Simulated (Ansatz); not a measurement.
## Debugging a many-body input for YCrB4 (Pbam)

Aim: the G0W0 gap of YCrB4 (Pbam). The first input has a fault.

Method: G0W0 on LDA, plane waves, PAW, in Ansatz 0.2.0.

## (1) Starting point

It takes space group Pbam (No. 55, orthorhombic). Conventional cell: a = 5.972 Å, b = 11.460 Å, c = 3.461 Å, α = 90.00°, β = 90.00°, γ = 90.00°. Nearest to Y lie 14 B at 2.62 to 2.76 Å. Nearest to Cr lie 10 B at 2.25 to 2.33 Å and 1 Cr at 2.30 Å. Nearest to B lie 3 B at 1.80 to 1.86 Å and 2 Cr at 2.31 Å and 4 Y at 2.72 to 2.74 Å. B has 3 B at 1.74 to 1.86 Å and 2 Cr at 2.33 Å and 4 Y at 2.66 to 2.76 Å nearest. Nearest to B lie 3 B at 1.71 to 1.74 Å and 4 Cr at 2.25 Å and 2 Y at 2.62 Å. Nearest to B lie 3 B at 1.74 to 1.82 Å and 2 Cr at 2.31 Å and 4 Y at 2.70 to 2.72 Å. Farther neighbours are not listed.

Coordinates:

```cif
data_structure
_symmetry_space_group_name_H-M 'Pbam'
_symmetry_Int_Tables_number 55
_cell_length_a 5.9720
_cell_length_b 11.4600
_cell_length_c 3.4610
_cell_angle_alpha 90.000
_cell_angle_beta 90.000
_cell_angle_gamma 90.000
_cell_volume 236.87
loop_
_atom_site_label
_atom_site_type_symbol
_atom_site_symmetry_multiplicity
_atom_site_Wyckoff_symbol
_atom_site_fract_x
_atom_site_fract_y
_atom_site_fract_z
_atom_site_occupancy
Y1 Y 4 g 0.12412 0.15037 0.00000 1
Cr1 Cr 4 g 0.12013 0.42178 0.00000 1
B1 B 4 h 0.27888 0.31667 0.50000 1
B2 B 4 h 0.47560 0.19123 0.50000 1
B3 B 4 h 0.38769 0.04654 0.50000 1
B4 B 4 h 0.36116 0.46746 0.50000 1
```

Geometry: measured cell, ions relaxed with LDA. The runs that relaxed it are not among those shown. The default PAW set here is soft_2. Its files were made with PBE.

## (2) First try

input.yaml reads:

```yaml
crystal:
  lattice:
    - [5.972, 0.0, 0.0]
    - [0.0, 11.46, 0.0]
    - [0.0, 0.0, 3.461]
  atoms:
    - { symbol: "Y", position: [0.1241200582, 0.1503666462, 0.0] }
    - { symbol: "Y", position: [0.8758799418, 0.8496333538, 0.0] }
    - { symbol: "Y", position: [0.6241200582, 0.3496333538, 0.0] }
    - { symbol: "Y", position: [0.3758799418, 0.6503666462, 0.0] }
    - { symbol: Cr, position: [0.1201299701, 0.4217788391, 0.0] }
    - { symbol: Cr, position: [0.8798700299, 0.5782211609, 0.0] }
    - { symbol: Cr, position: [0.6201299701, 0.0782211609, 0.0] }
    - { symbol: Cr, position: [0.3798700299, 0.9217788391, 0.0] }
    - { symbol: B, position: [0.2788787008, 0.3166664432, 0.5] }
    - { symbol: B, position: [0.7211212992, 0.6833335568, 0.5] }
    - { symbol: B, position: [0.7788787008, 0.1833335568, 0.5] }
    - { symbol: B, position: [0.2211212992, 0.8166664432, 0.5] }
    - { symbol: B, position: [0.4755978654, 0.19122572, 0.5] }
    - { symbol: B, position: [0.5244021346, 0.80877428, 0.5] }
    - { symbol: B, position: [0.9755978654, 0.30877428, 0.5] }
    - { symbol: B, position: [0.0244021346, 0.69122572, 0.5] }
    - { symbol: B, position: [0.3876900757, 0.0465439879, 0.5] }
    - { symbol: B, position: [0.6123099243, 0.9534560121, 0.5] }
    - { symbol: B, position: [0.8876900757, 0.4534560121, 0.5] }
    - { symbol: B, position: [0.1123099243, 0.5465439879, 0.5] }
    - { symbol: B, position: [0.3611603249, 0.4674623973, 0.5] }
    - { symbol: B, position: [0.6388396751, 0.5325376027, 0.5] }
    - { symbol: B, position: [0.8611603249, 0.0325376027, 0.5] }
    - { symbol: B, position: [0.1388396751, 0.9674623973, 0.5] }
kpoints:
  mp_grid: { grid: [2, 2, 4] }
hamiltonian:
  xc: lda
scf:
  occupations: { method: fixed }
gw:
  n_empty_bands: 4
  ecut_chi: 40
  qp_bands: [v4, c4]
  qp_kpoints: band_edges
  screening: { model: contour_deformation }
```

Run with:

```console
ansatz run input.yaml --threads 24 --pin off --max-ram 82944MiB --backend cuda --events-out ev --progress --plain --runs-dir out --devices 1 --max-vram 78GiB
```

Numbers of over 12 decimals in the logs are rounded to 6 here.

What it wrote:

```text
GPUs: using 1 of 1 available (devices: 1).
Engine: ansatz 0.2.0, aarch64-unknown-linux-gnu
Pseudopotentials: kind: paw
Pseudopotential: Y, paw, valence charge 11, recommended cutoff 420 eV (normal), Y.paw.azcp
Pseudopotential: Cr, paw, valence charge 14, recommended cutoff 420 eV (normal), Cr.paw.azcp
Pseudopotential: B, paw, valence charge 3, recommended cutoff 420 eV (normal), B.paw.azcp
Functional definition: SPW92
  exchange = slater_x
  correlation = pw_c
[...]
Crystal: 24 atoms, lattice volume = 236.868 Å³
Basis set: ecut = 420 eV, 4603 PW (Γ)
Bands: 98, of which v1, the nominal top of the filled ones, is band 74 counted from 1 (73 counted from 0)
Symmetry: 8 space group operations
Space group: Pbam (ITA 55), of the structure as read, at distance tolerance 6.2e-5 Å
k-points: 12 of 16
Non-local potential: Y, projectors of the file, l = 0: 3, l = 1: 2, l = 2: 2, l = 3: 1
Non-local potential: Cr, projectors of the file, l = 0: 3, l = 1: 2, l = 2: 3, l = 3: 1
Non-local potential: B, projectors of the file, l = 0: 2, l = 1: 2, l = 2: 1
PAW form: soft (Blöchl's): semilocal exchange-correlation on the pseudo side does not see the compensation charge
PAW frozen core: Y, regenerated for the run's functional, and the local potential with it (the file was generated under x = pbe(κ = 0.804, μ = 0.219515), c = pbe(β = 0.066725))
PAW frozen core: Cr, regenerated for the run's functional, and the local potential with it (the file was generated under x = pbe(κ = 0.804, μ = 0.219515), c = pbe(β = 0.066725))
PAW frozen core: B, regenerated for the run's functional, and the local potential with it (the file was generated under x = pbe(κ = 0.804, μ = 0.219515), c = pbe(β = 0.066725))
PAW one-centre angular grid: Y, 590 points (default); XC on 64 Gauss nodes
PAW one-centre angular grid: Cr, 590 points (default); XC on 64 Gauss nodes
PAW one-centre angular grid: B, 110 points (default); XC on 64 Gauss nodes
Initial density: superposition of atomic densities (neutral atoms: chi_scale 0, normalization atom), corrected by the library's trained network
Initial wavefunctions: pseudopotential atomic-orbital guess
[...]
Functional: x = slater, c = lda
SCF iter   1: F=—  HF=-30687.655765 eV  |F-HF|=—  |Δ(HF+E_count)|=         —  Δρ=9.68e-3  dr2=2.00e-1  ethr=1.77e-3  ⟨swp⟩=3.5  Hψ=3703  notcnv=0  defer=224
preconditioner: auto → Resta (q_TF=auto, 2.523 Å⁻¹)  ε∞=6.1  [insulator: Δε(μ)=0.362 eV  Ē_g=11.109 eV  n_scr=70 (ndim 8)  ℏωp=25.1 eV  f_vac=0.000  ε∞_Penn≈6.1]
SCF iter   2: F=—  HF=-30687.625658 eV  |F-HF|=—  |Δ(HF+E_count)|=   3.01e-2  Δρ=8.41e-3  dr2=1.55e-1  ethr=1.35e-4  ⟨swp⟩=2.0  Hψ=1409  notcnv=0  defer=261
SCF iter   3: F=—  HF=-30687.618496 eV  |F-HF|=—  |Δ(HF+E_count)|=   7.16e-3  Δρ=6.41e-3  dr2=1.39e-1  ethr=1.05e-4  ⟨swp⟩=2.2  Hψ=1385  notcnv=0  defer=255
SCF iter   4: F=—  HF=-30687.602510 eV  |F-HF|=—  |Δ(HF+E_count)|=   1.60e-2  Δρ=9.78e-4  dr2=1.94e-3  ethr=9.38e-5  ⟨swp⟩=2.0  Hψ=1302  notcnv=0  defer=261
SCF iter   5: F=—  HF=-30687.602041 eV  |F-HF|=—  |Δ(HF+E_count)|=   4.69e-4  Δρ=1.58e-4  dr2=5.37e-5  ethr=1.31e-6  ⟨swp⟩=2.2  Hψ=1446  notcnv=0  defer=263
SCF iter   6: F=—  HF=-30687.602031 eV  |F-HF|=—  |Δ(HF+E_count)|=   1.04e-5  Δρ=3.51e-5  dr2=2.27e-6  ethr=3.63e-8  ⟨swp⟩=2.1  Hψ=1693  notcnv=0  defer=209
SCF iter   7: F=—  HF=-30687.602031 eV  |F-HF|=—  |Δ(HF+E_count)|=   3.03e-7  Δρ=1.43e-5  dr2=5.41e-7  ethr=1.54e-9  ⟨swp⟩=2.0  Hψ=1409  notcnv=0  defer=209
SCF iter   8: F=-30687.602030 eV  HF=-30687.602030 eV  |F-HF|=2.83e-8  |Δ(HF+E_count)|=   5.45e-8  Δρ=3.45e-6  dr2=3.28e-8  ethr=6.76e-11  ⟨swp⟩=10.7  Hψ=4888  notcnv=0
SCF 1 converged in 8 iterations: F = -30687.602030 eV  dr2 = 3.28e-8
[...]
NSCF: frozen V_eff on 12 k-points
[...]
SCF converged after 8 iterations
[...]
5    71     12.5136   -21.0178     2.6920   -20.2115  0.5614    14.1711    14.3993  root ?
     5    72     12.5136   -21.0178     2.6920   -20.2115  0.5614    14.1711    14.3993  root ?
     5    73     13.0076   -25.0197     2.1637   -24.5185  0.4668    14.5294    14.6701  root ?
     5    74     13.0076   -25.0197     2.1637   -24.5185  0.4668    14.5294    14.6701  root ?
     5    75     13.7120   -20.9538    -3.0058   -26.0211  0.4877    15.6726    15.7735  root ?
     5    76     13.7120   -20.9538    -3.0058   -26.0211  0.4877    15.6726    15.7735  root ?
     5    77     14.2429   -17.7369    -3.5049   -24.0119  0.5803    17.0977    17.0129  root ?
     5    78     14.2429   -17.7369    -3.5049   -24.0119  0.5803    17.0977    17.0129  root ?
     6    71     12.8687   -16.5412     1.3818   -17.1669  0.6207    14.7080    14.8761  root ?
     6    72     12.8687   -16.5412     1.3818   -17.1669  0.6207    14.7080    14.8761  root ?
     6    73     13.3505   -21.8407     1.7012   -22.2858  0.5686    15.2776    15.4969  root ?
     6    74     13.3505   -21.8407     1.7012   -22.2858  0.5686    15.2776    15.4969  root ?
     6    75     13.7777   -17.4942    -1.5764   -21.2808  0.5985    15.9230    15.9879  root ?
     6    76     13.7777   -17.4942    -1.5764   -21.2808  0.5985    15.9230    15.9879  root ?
[...]
9    75     14.1664   -15.8561    -1.6115   -19.8989  0.6481    16.5559    16.5978  root
     9    76     14.1664   -15.8561    -1.6115   -19.8989  0.6481    16.5559    16.5978  root
[...]
10    75     13.8452   -16.7092    -2.0697   -21.2295  0.6037    16.2268    16.2958  root
    10    76     13.8452   -16.7092    -2.0697   -21.2295  0.6037    16.2268    16.2958  root
[...]
11    74     13.0072   -25.2712     2.1283   -24.7983  0.4602    14.5165    14.6625  root ?
    11    75     13.7400   -21.0115    -3.0979   -26.1439  0.4846    15.6954    15.7744  root ?
    11    76     13.7400   -21.0115    -3.0979   -26.1439  0.4846    15.6954    15.7744  root ?
    11    77     14.6287   -17.8450    -4.1654   -24.4767  0.4997    16.8975    17.0949  root ?
    11    78     14.6287   -17.8450    -4.1654   -24.4767  0.4997    16.8975    17.0949  root ?
```

It took 3.5 s on 1 × NVIDIA GB200 (shared by 2 runs) with 24 threads of Arm Neoverse V2, shared host; peak memory 1.4 GiB.

**What went wrong?**

The run ended normally, though the input holds a fault or crude settings.

The fault: four empty bands in G0W0. The sums over empty states are cut off almost at the gap, so screening and correlation are far from complete.

It printed a gap of 0.27 eV, which is an artefact of the settings.

## (3) A better input

G0W0 replaces the xc potential by the self-energy, built once from these orbitals. Only a window of levels is corrected, while the sums run over the empty bands that the input names.

Changes to input.yaml since step 2:

```diff
@@ -37,4 +37,4 @@
 gw:
-  n_empty_bands: 4
-  ecut_chi: 40
+  n_empty_bands: 459
+  ecut_chi: 90
   qp_bands: [v4, c4]
```

What it wrote:

```text
GPUs: using 1 of 1 available (devices: 1).
[...]
Crystal: 24 atoms, lattice volume = 236.868 Å³
Basis set: ecut = 420 eV, 4603 PW (Γ)
Bands: 98, of which v1, the nominal top of the filled ones, is band 74 counted from 1 (73 counted from 0)
Symmetry: 8 space group operations
[...]
k-points: 12 of 16
[...]
SCF iter   1: F=—  HF=-30687.655765 eV  |F-HF|=—  |Δ(HF+E_count)|=         —  Δρ=9.68e-3  dr2=2.00e-1  ethr=1.77e-3  ⟨swp⟩=3.5  Hψ=3703  notcnv=0  defer=224
[...]
SCF iter   8: F=-30687.602030 eV  HF=-30687.602030 eV  |F-HF|=2.83e-8  |Δ(HF+E_count)|=   5.45e-8  Δρ=3.45e-6  dr2=3.28e-8  ethr=6.76e-11  ⟨swp⟩=10.7  Hψ=4888  notcnv=0
SCF 1 converged in 8 iterations: F = -30687.602030 eV  dr2 = 3.28e-8
[...]
NSCF: frozen V_eff on 12 k-points
[...]
SCF converged after 8 iterations
[...]
4    78     14.3284   -18.0843    -4.9230   -24.0639  0.6619    15.3977    15.3850  root
     5    71     12.5136   -21.0178     1.5259   -20.2115  0.6842    13.2178    13.2332  root
     5    72     12.5136   -21.0178     1.5259   -20.2115  0.6842    13.2178    13.2332  root
     5    73     13.0076   -25.0197     1.4856   -24.5185  0.6271    13.9583    13.9920  root
     5    74     13.0076   -25.0197     1.4856   -24.5185  0.6271    13.9583    13.9920  root
     5    75     13.7120   -20.9538    -3.9012   -26.0211  0.6360    14.8818    14.8781  root
     5    76     13.7120   -20.9538    -3.9012   -26.0211  0.6360    14.8818    14.8781  root
     5    77     14.2429   -17.7369    -5.2106   -24.0119  0.6562    15.3217    15.3072  root
[...]
11    75     13.7400   -21.0115    -3.9552   -26.1439  0.6342    14.9112    14.9171  root
    11    76     13.7400   -21.0115    -3.9552   -26.1439  0.6342    14.9112    14.9171  root
    11    77     14.6287   -17.8450    -5.5646   -24.4767  0.6340    15.6631    15.6956  root
    11    78     14.6287   -17.8450    -5.5646   -24.4767  0.6340    15.6631    15.6956  root
```

Run time: 9.6 s. Hardware: 1 × NVIDIA GB200 (shared by 2 runs) with 24 threads; peak memory 2.5 GiB; 30 s of CPU time.

Numbers from this step:

```
bands summed                                 : 533
RPA ε∞ on this mesh (eigenvalues)            : 40.63, 41.89, 47.02
plane waves in the screening matrix          : 457
q-points in the mesh                         : 16
G0W0 gap on the mesh                         : 0.3214 eV
k of the valence top                         : -0.5, -0.5, 0
k of the conduction bottom                   : 0, 0, 0.25
starting gap on the mesh                     : 0.2907 eV
Z at the valence top                         : 0.6724
Z at the conduction bottom                   : 0.6848
least direct G0W0 gap on the computed points : 0.4237 eV
```

The gap on the mesh goes from 0.29 eV to 0.32 eV, a correction of +0.03 eV. Between the two edge states, bare exchange in place of the xc potential would open the gap by 4.04 eV, and correlation takes back 4.01 eV.

## (4) What came out

```yaml
first_try: converged after 3.5 s
better_run: G0W0 gap on the mesh 0.32 eV (2×2×4 mesh, 459 empty bands, screening to 90 eV)
```

**Reading.** The second run differs in: empty bands and screening cutoff (eV). Bands and cutoff are finite, so the gap is not at the basis limit. The miss can reach some tenths of an eV and take either sign; the mesh is an error of its own. The 2×2×4 mesh is coarse for this cell (its supercell is 12 Å along the shortest edge). The RPA ε∞ on it, from the LDA start, is 40.63, 41.89 and 47.02; such meshes misread the long-range screening, most where the gap is narrow. The RPA ε∞ on this mesh reaches over 25; with a narrow direct gap a coarse mesh can overstate it, and the correction is then too small. The runs have no spin polarisation. For a closed low-spin shell that is the natural state; where a d or f shell is open it is a constraint, and the gap is then not the crystal's own. With d states at the gap, one-shot GW leans hard on its start. The many-body steps are scalar-relativistic: spin-orbit coupling is not in them.

[Paths, hosts, dates, memory and timing lines, banners, echoed tables and standing remarks are left out of the program output.]

[Logs are printed without paths, hosts, clocks, repeated set-up lines and the standing remarks that a program may print on its own settings, such as how far it seeks lower states.]

[Runs of the session that timed out or met a known fault of the program may be left out.]

[Cells called generated may have been cut or substituted from an entry of the Crystallography Open Database or the Materials Project.]

[Hosts, paths, dates, database ids (printed as entryN), source tags and the programs' standing remarks are cut or masked in the printed files.]
